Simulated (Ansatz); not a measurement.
**Is TaAl in the B2 ordering a stable metal?**

Question: is the lattice of TaAl in the B2 ordering stable, and if so, what are its coupling constant and resistivity?

Main program and level: Ansatz 0.2.0; DFT PBEsol, scalar-relativistic, plane waves, PAW.

The structure was built from a prototype and need not be the compound's stable phase.

### 1. The structure

Symmetry: Pm-3m, No. 221, cubic system. Conventional cell: a = 3.263 Å, b = 3.263 Å, c = 3.263 Å, α = 90.00°, β = 90.00°, γ = 90.00°. Nearest to Al lie 8 Ta at 2.83 Å. Nearest to Ta lie 8 Al at 2.83 Å. Farther neighbours are not listed.

### 2. Rough relaxation

Large forces or a large pressure at the start call for a first relaxation with loose thresholds.

Contents of input.yaml:

```yaml
crystal:
  lattice:
    - [3.26294, 0.0, 0.0]
    - [0.0, 3.26294, 0.0]
    - [0.0, 0.0, 3.26294]
  atoms:
    - { symbol: Al, position: [0.0, 0.0, 0.0] }
    - { symbol: Ta, position: [0.5, 0.5, 0.5] }
kpoints:
  mp_grid: { grid: [6, 6, 6] }
hamiltonian:
  xc: pbesol
scf:
  occupations: { method: gaussian, width: 0.1 }
output:
  forces: true
  stress: true
  eigenvalues: true
relax:
  adjacent_minimum: "off"
  f_tol: 0.05
  max_steps: 80
  cell: { stress_tol: 0.5 }
```

Run with:

```bash
> ansatz run input.yaml --threads 4 --pin off --max-ram 8192MiB --backend cpu --events-out ev --progress --plain --runs-dir out
```

Numbers of over 12 decimals in the logs are rounded to 6 here.

Output:

```text
The last accepted step is kept in <dir> (removed where the run ends without a failure and the disk answers)
Engine: ansatz 0.2.0, aarch64-unknown-linux-gnu
Pseudopotentials: kind: paw
Pseudopotential: Al, paw, valence charge 3, recommended cutoff 420 eV (normal), Al.paw.azcp
Pseudopotential: Ta, paw, valence charge 13, recommended cutoff 420 eV (normal), Ta.paw.azcp
Functional definition: PBEsol
  exchange = pbesol_x
  correlation = pbesol_c
Crystal: 2 atoms, lattice volume = 34.740 Å³
Basis set: ecut = 420 eV, 691 PW (Γ), exchange–correlation on 48×48×48 points (8 copies of the dense FFT grid, shifted against one another)
Bands: 12, of which v1, the nominal top of the filled ones, is band 8 counted from 1 (7 counted from 0)
Symmetry: 48 space group operations
Space group: Pm-3m (ITA 221), of the structure as read, at distance tolerance 3.3e-5 Å
k-points: 20 of 216
Non-local potential: Al, projectors of the file, l = 0: 2, l = 1: 2, l = 2: 1
Non-local potential: Ta, projectors of the file, l = 0: 3, l = 1: 2, l = 2: 2, l = 3: 1
PAW form: soft (Blöchl's): semilocal exchange-correlation on the pseudo side does not see the compensation charge
PAW frozen core: Al, regenerated for the run's functional, and the local potential with it (the file was generated under x = pbe(κ = 0.804, μ = 0.219515), c = pbe(β = 0.066725))
PAW frozen core: Ta, regenerated for the run's functional, and the local potential with it (the file was generated under x = pbe(κ = 0.804, μ = 0.219515), c = pbe(β = 0.066725))
PAW one-centre angular grid: Al, 110 points (default); XC on 64 Gauss nodes
PAW one-centre angular grid: Ta, 590 points (default); XC on 64 Gauss nodes
Initial density: superposition of atomic densities (neutral atoms: chi_scale 0, normalization atom), corrected by the library's trained network
Initial wavefunctions: pseudopotential atomic-orbital guess
Functional: x = pbesol(κ = 0.804, μ = 0.123457), c = pbesol(β = 0.046)
SCF iter   1: F=—  HF=-10330.812471 eV  |F-HF|=—  |Δ(HF+E_count)|=         —  Δρ=7.48e-3  dr2=4.32e-2  ethr=1.77e-3  ⟨swp⟩=5.0  Hψ=1382  notcnv=0
preconditioner: auto → none  [insulator: Δε(μ)=0.185 eV  Ē_g=6.058 eV  σ=0.100 eV  W_gap=0.76  n_scr=6 (ndim 8)  ℏωp=17.8 eV  f_vac=0.000  D(μ)=1.57/eV (n_scr^D=18)  ε∞_Penn≈9.7]
SCF iter   2: F=—  HF=-10330.800645 eV  |F-HF|=—  |Δ(HF+E_count)|=   1.18e-2  Δρ=3.03e-3  dr2=4.61e-3  ethr=2.70e-4  ⟨swp⟩=2.2  Hψ=514  notcnv=0  defer=2
SCF iter   3: F=—  HF=-10330.799023 eV  |F-HF|=—  |Δ(HF+E_count)|=   1.62e-3  Δρ=8.52e-4  dr2=1.27e-4  ethr=2.88e-5  ⟨swp⟩=2.5  Hψ=362  notcnv=0  defer=2
SCF iter   4: F=—  HF=-10330.799014 eV  |F-HF|=—  |Δ(HF+E_count)|=   8.89e-6  Δρ=1.57e-4  dr2=3.66e-6  ethr=7.92e-7  ⟨swp⟩=2.5  Hψ=394  notcnv=0  defer=2
SCF iter   5: F=—  HF=-10330.799040 eV  |F-HF|=—  |Δ(HF+E_count)|=   2.65e-5  Δρ=1.97e-5  dr2=2.99e-7  ethr=2.29e-8  ⟨swp⟩=2.0  Hψ=314  notcnv=0  defer=2
SCF iter   6: F=-10330.799040 eV  HF=-10330.799040 eV  |F-HF|=4.82e-9  |Δ(HF+E_count)|=   9.57e-8  Δρ=2.95e-6  dr2=6.19e-9  ethr=6.25e-10  ⟨swp⟩=5.8  Hψ=992  notcnv=0
SCF 1 converged in 6 iterations: F = -10330.799040 eV  dr2 = 6.19e-9
  greatest PAW one-centre occupation: 1.000 electrons in one spin orbital (limit 2), on the Ta atom at site 1 (counted from 0), in its partial waves of l = 0
relax step   1: F+E_penalty+E_count = -10330.79904027 eV  Δ(F+E_penalty+E_count) = +0.000e0 eV  max|allowed force component| = 1.898e-29 eV/Å  Δτ_max = 0.0000 Å  P = -8.818 GPa  Ω = 34.740 Å³  (6 SCF iters, dr2 threshold 1.00e-7 eV, accepted)
Crystal: 2 atoms, lattice volume = 29.903 Å³
Basis set: ecut = 420 eV, 587 PW (Γ), exchange–correlation on 48×48×48 points (8 copies of the dense FFT grid, shifted against one another)
Initial density: handed on by an earlier stage of this run
Initial wavefunctions: those handed on with the density
iter 1 solved again at ethr=3.56e-5 eV; its pass at ethr=3.10e-3 eV (dr2=5.70e-3 eV) is discarded
SCF iter   1: F=—  HF=-10330.729955 eV  |F-HF|=—  |Δ(HF+E_count)|=         —  Δρ=4.05e-3  dr2=4.88e-3  ethr=3.56e-5  ⟨swp⟩=1.9  Hψ=1734  notcnv=0
preconditioner: auto → none  [insulator: Δε(μ)=0.156 eV  Ē_g=6.997 eV  σ=0.100 eV  W_gap=0.58  n_scr=6 (ndim 8)  ℏωp=19.2 eV  f_vac=0.000  D(μ)=1.12/eV (n_scr^D=6)  ε∞_Penn≈8.5]
SCF iter   2: F=—  HF=-10330.727203 eV  |F-HF|=—  |Δ(HF+E_count)|=   2.75e-3  Δρ=1.85e-3  dr2=7.04e-4  ethr=3.05e-5  ⟨swp⟩=2.1  Hψ=315  notcnv=0
SCF iter   3: F=—  HF=-10330.726697 eV  |F-HF|=—  |Δ(HF+E_count)|=   5.06e-4  Δρ=8.43e-4  dr2=3.79e-4  ethr=4.40e-6  ⟨swp⟩=2.2  Hψ=354  notcnv=0
SCF iter   4: F=—  HF=-10330.726556 eV  |F-HF|=—  |Δ(HF+E_count)|=   1.41e-4  Δρ=3.78e-5  dr2=2.57e-7  ethr=2.37e-6  ⟨swp⟩=2.0  Hψ=318  notcnv=0
SCF iter   5: F=—  HF=-10330.726560 eV  |F-HF|=—  |Δ(HF+E_count)|=   4.26e-6  Δρ=1.76e-5  dr2=6.56e-8  ethr=1.25e-9  ⟨swp⟩=6.5  Hψ=1221  notcnv=0
SCF iter   6: F=-10330.726560 eV  HF=-10330.726560 eV  |F-HF|=1.82e-11  |Δ(HF+E_count)|=   2.36e-8  Δρ=1.85e-6  dr2=5.77e-10  ethr=4.10e-10  ⟨swp⟩=2.1  Hψ=862  notcnv=0
SCF 2 converged in 6 iterations: F = -10330.726560 eV  dr2 = 5.77e-10
relax step   2: F+E_penalty+E_count = -10330.72656030 eV  Δ(F+E_penalty+E_count) = +7.248e-2 eV  max|allowed force component| = 2.851e-30 eV/Å  Δτ_max = 0.0000 Å  P = +17.002 GPa  Ω = 29.903 Å³  energy of the carried Pulay correction = +1.673e-3 eV  (6 SCF iters, dr2 threshold 2.00e-7 eV, rejected (line search))
Crystal: 2 atoms, lattice volume = 32.921 Å³
Basis set: ecut = 420 eV, 619 PW (Γ), exchange–correlation on 48×48×48 points (8 copies of the dense FFT grid, shifted against one another)
iter 1 solved again at ethr=1.94e-5 eV; its pass at ethr=3.10e-3 eV (dr2=3.11e-3 eV) is discarded
SCF iter   1: F=—  HF=-10330.860877 eV  |F-HF|=—  |Δ(HF+E_count)|=         —  Δρ=2.71e-3  dr2=2.65e-3  ethr=1.94e-5  ⟨swp⟩=2.5  Hψ=1855  notcnv=0
preconditioner: auto → none  [insulator: Δε(μ)=0.193 eV  Ē_g=6.425 eV  σ=0.100 eV  W_gap=0.72  n_scr=6 (ndim 8)  ℏωp=18.3 eV  f_vac=0.000  D(μ)=1.28/eV (n_scr^D=6)  ε∞_Penn≈9.1]
SCF iter   2: F=—  HF=-10330.859615 eV  |F-HF|=—  |Δ(HF+E_count)|=   1.26e-3  Δρ=1.23e-3  dr2=3.86e-4  ethr=1.65e-5  ⟨swp⟩=2.0  Hψ=316  notcnv=0
SCF iter   3: F=—  HF=-10330.859409 eV  |F-HF|=—  |Δ(HF+E_count)|=   2.07e-4  Δρ=6.82e-4  dr2=2.78e-4  ethr=2.41e-6  ⟨swp⟩=2.0  Hψ=380  notcnv=0
SCF iter   4: F=—  HF=-10330.859311 eV  |F-HF|=—  |Δ(HF+E_count)|=   9.75e-5  Δρ=3.45e-5  dr2=3.17e-7  ethr=1.74e-6  ⟨swp⟩=2.0  Hψ=316  notcnv=0
SCF iter   5: F=—  HF=-10330.859325 eV  |F-HF|=—  |Δ(HF+E_count)|=   1.44e-5  Δρ=1.41e-5  dr2=6.32e-8  ethr=1.98e-9  ⟨swp⟩=2.0  Hψ=403  notcnv=0
SCF iter   6: F=-10330.859325 eV  HF=-10330.859325 eV  |F-HF|=7.80e-10  |Δ(HF+E_count)|=   2.47e-8  Δρ=3.35e-6  dr2=1.74e-9  ethr=1.25e-11  ⟨swp⟩=3.6  Hψ=1032  notcnv=0
SCF 3 converged in 6 iterations: F = -10330.859325 eV  dr2 = 1.74e-9
relax step   3: F+E_penalty+E_count = -10330.85932543 eV  Δ(F+E_penalty+E_count) = -6.029e-2 eV  max|allowed force component| = 9.696e-31 eV/Å  Δτ_max = 0.0000 Å  P = -1.357 GPa  Ω = 32.921 Å³  energy of the carried Pulay correction = +6.007e-4 eV  (6 SCF iters, accepted)
[...]
relax step   4: F+E_penalty+E_count = -10330.86061182 eV  Δ(F+E_penalty+E_count) = -1.286e-3 eV  max|allowed force component| = 1.561e-30 eV/Å  Δτ_max = 0.0000 Å  P = +0.152 GPa  Ω = 32.611 Å³  energy of the carried Pulay correction = +7.065e-4 eV  (4 SCF iters, dr2 threshold 2.00e-7 eV, accepted)
Initial wavefunctions: pseudopotential atomic-orbital guess (no wavefunctions were taken with the density)
iter 1 solved again at ethr=5.33e-8 eV; its pass at ethr=3.10e-3 eV (dr2=8.53e-6 eV) is discarded
SCF iter   1: F=—  HF=-10330.860110 eV  |F-HF|=—  |Δ(HF+E_count)|=         —  Δρ=6.65e-5  dr2=1.49e-7  ethr=5.33e-8  ⟨swp⟩=3.2  Hψ=1993  notcnv=0
preconditioner: auto → none  [insulator: Δε(μ)=0.189 eV  Ē_g=6.475 eV  σ=0.100 eV  W_gap=0.70  n_scr=6 (ndim 8)  ℏωp=18.4 eV  f_vac=0.000  D(μ)=1.26/eV (n_scr^D=6)  ε∞_Penn≈9.1]
SCF iter   2: F=—  HF=-10330.860125 eV  |F-HF|=—  |Δ(HF+E_count)|=   1.47e-5  Δρ=3.30e-5  dr2=3.64e-8  ethr=9.32e-10  ⟨swp⟩=2.5  Hψ=381  notcnv=0
SCF iter   3: F=—  HF=-10330.860125 eV  |F-HF|=—  |Δ(HF+E_count)|=   5.29e-8  Δρ=5.44e-6  dr2=1.42e-8  ethr=2.27e-10  ⟨swp⟩=2.4  Hψ=341  notcnv=0
SCF iter   4: F=-10330.860125 eV  HF=-10330.860125 eV  |F-HF|=1.82e-11  |Δ(HF+E_count)|=   4.17e-9  Δρ=1.14e-6  dr2=1.69e-10  ethr=1.25e-11  ⟨swp⟩=3.0  Hψ=950  notcnv=0
SCF 5 converged in 4 iterations: F = -10330.860125 eV  dr2 = 1.69e-10
relax step   5: F+E_penalty+E_count = -10330.86012495 eV  Δ(F+E_penalty+E_count) = +4.869e-4 eV  max|allowed force component| = 6.738e-31 eV/Å  Δτ_max = 0.0000 Å  P = +0.122 GPa  Ω = 32.611 Å³  stress off target by 1.22e-1 GPa  SCF on the basis re-selected at this cell (its energy is not comparable with the rows above)  (4 SCF iters)
basis re-selected at this cell: Δ(F+E_penalty+E_count) = +4.869e-4 eV, ΔP = -0.031 GPa vs the last step (what re-selecting the basis moved, of the pressure what is left beyond the Pulay correction that the steps carried, after the strain that the cell walked since its last selection, with what the two solves' SCF thresholds leave and, on support functions, any second-order correction that the steps lacked; it is no m [...]
SCF converged after 4 iterations
Free energy (F): -10330.860125 eV
Harris-Foulkes:  -10330.860125 eV  (|F-HF|=1.82e-11)
Internal energy: -10330.853817 eV  (E = F + TS)
E sigma→0 (E₀):  -10330.856971 eV
Entropy (-TS):   -0.006308 eV (-3.154 meV/atom)
Fermi energy:    14.576280 eV
--- Per-component energies (eV) ---
  E_band       = -135.593791
  E_kinetic    = 390.916443
  E_local      = -771.196008  (includes V_loc(G=0)·N_el)
  E_nonlocal   = 28.239390
  E_hartree    = 284.637013
  E_xc         = -256.953185
  E_vxc        = -233.683297  (∫ρ·V_xc dr)
  E_paw        = -8727.637114  (= ΣΔE_a)
  E_vpaw       = -119.144257  (= ΣTr[D̂ρ^β])
  E_aug_tail   = 0.000132  (compensation charges beyond the density's cutoff)
  E_ewald      = -1279.093274
  E_core_change = 0.232785  (= ΣΔE_core)
  E_smearing   = -0.006308  (= −TS)
  E_closure    = -0.000000  (closes the sum)
  Σ components = -10330.860125   (vs F -10330.860125, Δ=0.00e0)
--- Forces (eV/Å), atoms counted from 1 ---
  atom   1  Al    -0.00000000    -0.00000000     0.00000000
  atom   2  Ta     0.00000000     0.00000000     0.00000000
  max |Σ_I F_I| component: 9.04e-31 eV/Å
--- Stress (GPa, compression-positive) ---
        0.121571      -0.000000      -0.000000
       -0.000000       0.121571      -0.000000
       -0.000000      -0.000000       0.121571
  P = ⅓ Tr σ = 0.1216 GPa (1.216 kbar)
--- Band table (eV; the first three rows and the last of 20) ---
  k-point 0: bands = [... 4 lower, 4.3734, 11.8674, 11.8674, 17.1401, 17.1401, 17.1401, 18.8144, 18.8144]
  k-point 1: bands = [... 4 lower, 4.8866, 11.7917, 12.0992, 15.8755, 15.8755, 17.2512, 17.7902, 20.3195]
  k-point 2: bands = [... 4 lower, 6.2991, 10.5666, 12.6475, 14.6169, 14.6169, 17.4881, 18.0218, 21.2884]
  k-point 19: bands = [... 4 lower, 10.2596, 10.2596, 10.2596, 14.7025, 17.8342, 17.8342, 17.8342, 19.4369]
--- Relaxed structure (4 steps of the walk, 3 accepted, 1 SCFs on fresh bases) ---
  F+E_penalty+E_count = -10330.86012495 eV   max|allowed force component| = 6.738e-31 eV/Å   (the final SCF, on the basis selected at the relaxed cell)
  cell:  # Å, volume = 32.6109 Å³
    - [3.194878, 0, 0.0]
    - [0, 3.194878, 0.0]
    - [0, 0, 3.194878]
  atoms:
    - { symbol: Al, position: [0, 0, 0] }
    - { symbol: Ta, position: [0.5, 0.5, 0.5] }
```

Run time: 1.4 s. Hardware: 4 threads of Arm Neoverse V2, shared host; peak memory 0.29 GiB; 4 s of CPU time.

The steps of the relaxation:

```csv
step,energy less that of the first step (eV),largest force component (eV/Å),pressure (GPa),volume (Å³)
1,0.0000,0.0000,-8.82,34.74
2,0.0725,0.0000,17.00,29.90
3,-0.0603,0.0000,-1.36,32.92
4,-0.0616,0.0000,0.15,32.61
5*,-0.0611,0.0000,0.12,32.61
```

Relaxation steps marked * repeat the geometry before them on a plane-wave basis chosen anew for their cell, so energy and pressure can jump there. Relaxation step 2 was tried and not accepted.

The run keeps the 48 symmetry operations that it works with, so distortions that break them were not tested.

| conventional cell, symmetrised | before | after | change |
| --- | --- | --- | --- |
| a (Å) | 3.263 | 3.195 | -2.1 % |
| b (Å) | 3.263 | 3.195 | -2.1 % |
| c (Å) | 3.263 | 3.195 | -2.1 % |
| volume (Å³/atom) | 17.37 | 16.31 | -6.1 % |

The relaxed structure:

```
Al Ta
1.0
     3.19488    0.00000    0.00000
     0.00000    3.19488    0.00000
     0.00000    0.00000    3.19488
Al Ta
1 1
Direct
  0.00000 0.00000 0.00000
  0.50000 0.50000 0.50000
```

Numbers from this step:

```
pressure          : 0.1216 GPa
volume per atom   : 16.31 Å³
metallic on mesh  : yes
gap on the k-mesh : 0 eV
```

The largest force is now zero by symmetry and the largest stress component 0.12 GPa.

### 3. Relaxation

Lattice constant and positions set the bands and the force constants, so the cell is relaxed first.

Contents of input.yaml:

```yaml
crystal:
  lattice:
    - [3.1948780931, 0.0, 0.0]
    - [0.0, 3.1948780931, 0.0]
    - [0.0, 0.0, 3.1948780931]
  atoms:
    - { symbol: Al, position: [0.0, 0.0, 0.0] }
    - { symbol: Ta, position: [0.5, 0.5, 0.5] }
kpoints:
  mp_grid: { grid: [10, 10, 10] }
hamiltonian:
  xc: pbesol
scf:
  occupations: { method: gaussian, width: 0.1 }
output:
  forces: true
  stress: true
  eigenvalues: true
  write_density: true
  write_potential: true
  elf: true
  volumetric_format: npy
relax:
  adjacent_minimum: "off"
  f_tol: 0.005
  max_steps: 80
  cell: { stress_tol: 0.05 }
```

Output:

```text
[the first part of the log is left out]
  E_xc         = -256.936740
  E_vxc        = -233.663955  (∫ρ·V_xc dr)
  E_paw        = -8727.568081  (= ΣΔE_a)
  E_vpaw       = -119.054524  (= ΣTr[D̂ρ^β])
  E_aug_tail   = 0.000133  (compensation charges beyond the density's cutoff)
  E_ewald      = -1278.461320
  E_core_change = 0.232785  (= ΣΔE_core)
  E_smearing   = -0.010182  (= −TS)
  E_closure    = -0.000000  (closes the sum)
  Σ components = -10330.854049   (vs F -10330.854049, Δ=0.00e0)
[...]
--- Stress (GPa, compression-positive) ---
        0.000096      -0.000000       0.000000
       -0.000000       0.000096      -0.000000
        0.000000      -0.000000       0.000096
  P = ⅓ Tr σ = 0.0001 GPa (0.001 kbar)
--- Band table (eV; the first three rows and the last of 56) ---
[...]
--- Relaxed structure (3 steps of the walk, 2 accepted, 1 SCFs on fresh bases) ---
[...]
cell:  # Å, volume = 32.6593 Å³
    - [3.196457, 0.0, 0]
    - [0, 3.196457, 0.0]
    - [0.0, 0.0, 3.196457]
  atoms:
    - { symbol: Al, position: [0, 0, 0] }
    - { symbol: Ta, position: [0.5, 0.5, 0.5] }
```

The job ended after 2 s (4 threads; peak memory 0.32 GiB).

Little changed from the start: no atom moved by 0.005 Å and no cell edge by 0.1 %.

This step gave:

* pressure: 9.64e-5 GPa
* volume per atom: 16.33 Å³

Valence density in the ac plane at fractional y = 0.500, with atoms of Ta within 0.2 Å of it. It is the smooth field of the valence electrons, not physical close to the nuclei.

Ten even steps from '_' (0.2 e/Å³) to '@' (4.5 e/Å³):
```
________________________________
________________________________
________________..______________
____________..------..__________
__________::==**##**==::________
________..==%%@@@@@@%%==..______
________--**@@@@%%@@@@**--______
______..--##@@%%**%%@@##--..____
________--**@@@@%%@@@@**--______
________..==%%@@@@@@%%==..______
__________::==**##**==::________
____________..------..__________
________________..______________
________________________________
________________________________
________________________________
```
Columns run along a (3.2 Å), rows up along c (3.2 Å). Atoms in or near the plane, at fractional coordinates: Ta at (0.50, 0.50).

Electrostatic potential energy in the ac plane at fractional y = 0.500, with atoms of Ta within 0.2 Å of it. With pseudopotentials it is smooth inside the atoms' cores, unlike the true potential.

Ten even steps from '0' (-68 eV) to '9' (16 eV):
```
9999999999999999
9999999999999999
9999988888889999
9999877666778999
9998765444567899
9998753212357899
9998642000246899
9998641000146899
9998642000246899
9998753212357899
9998765444567899
9999877666778999
9999988888889999
9999999999999999
9999999999999999
9999999999999999
```
Columns run along a (3.2 Å; values clipped at the 3rd and 97th percentile), rows up along c (3.2 Å). Atoms in or near the plane, at fractional coordinates: Ta at (0.50, 0.50).

ELF in the ac plane at fractional y = 0.500, with atoms of Ta within 0.2 Å of it. It is the smooth field of the valence electrons, not physical close to the nuclei.

Values, 16 rows by 16 columns:
```
0.52 0.51 0.50 0.47 0.45 0.43 0.41 0.41 0.41 0.41 0.41 0.43 0.45 0.47 0.50 0.51
0.51 0.50 0.45 0.39 0.33 0.28 0.26 0.26 0.26 0.26 0.26 0.28 0.33 0.39 0.45 0.50
0.50 0.47 0.39 0.29 0.21 0.18 0.23 0.31 0.34 0.31 0.23 0.18 0.21 0.29 0.39 0.47
0.49 0.45 0.33 0.21 0.17 0.26 0.44 0.58 0.63 0.58 0.44 0.26 0.17 0.21 0.33 0.45
0.49 0.43 0.28 0.18 0.26 0.49 0.68 0.74 0.76 0.74 0.68 0.49 0.26 0.18 0.28 0.43
0.49 0.41 0.26 0.23 0.44 0.68 0.72 0.63 0.56 0.63 0.72 0.68 0.44 0.23 0.26 0.41
0.49 0.41 0.26 0.31 0.58 0.74 0.63 0.31 0.13 0.31 0.63 0.74 0.58 0.31 0.26 0.41
0.49 0.41 0.26 0.34 0.63 0.76 0.56 0.13 0.00 0.13 0.56 0.76 0.63 0.34 0.26 0.41
0.49 0.41 0.26 0.31 0.58 0.74 0.63 0.31 0.13 0.31 0.63 0.74 0.58 0.31 0.26 0.41
0.49 0.41 0.26 0.23 0.44 0.68 0.72 0.63 0.56 0.63 0.72 0.68 0.44 0.23 0.26 0.41
0.49 0.43 0.28 0.18 0.26 0.49 0.68 0.74 0.76 0.74 0.68 0.49 0.26 0.18 0.28 0.43
0.49 0.45 0.33 0.21 0.17 0.26 0.44 0.58 0.63 0.58 0.44 0.26 0.17 0.21 0.33 0.45
0.50 0.47 0.39 0.29 0.21 0.18 0.23 0.31 0.34 0.31 0.23 0.18 0.21 0.29 0.39 0.47
0.51 0.50 0.45 0.39 0.33 0.28 0.26 0.26 0.26 0.26 0.26 0.28 0.33 0.39 0.45 0.50
0.52 0.51 0.50 0.47 0.45 0.43 0.41 0.41 0.41 0.41 0.41 0.43 0.45 0.47 0.50 0.51
0.52 0.52 0.51 0.50 0.49 0.49 0.49 0.49 0.49 0.49 0.49 0.49 0.49 0.50 0.51 0.52
```
Columns run along a (3.2 Å), rows up along c (3.2 Å). Atoms in or near the plane, at fractional coordinates: Ta at (0.50, 0.50).

The largest force is now zero by symmetry and the largest stress component 9.6e-5 GPa, small enough for phonons.

[end of part 1 of 3]

[Logs are printed without paths, hosts, clocks, repeated set-up lines and the standing remarks that a program may print on its own settings, such as how far it seeks lower states.]

[Hosts, paths, dates, database ids (printed as entryN), source tags and the programs' standing remarks are cut or masked in the printed files.]
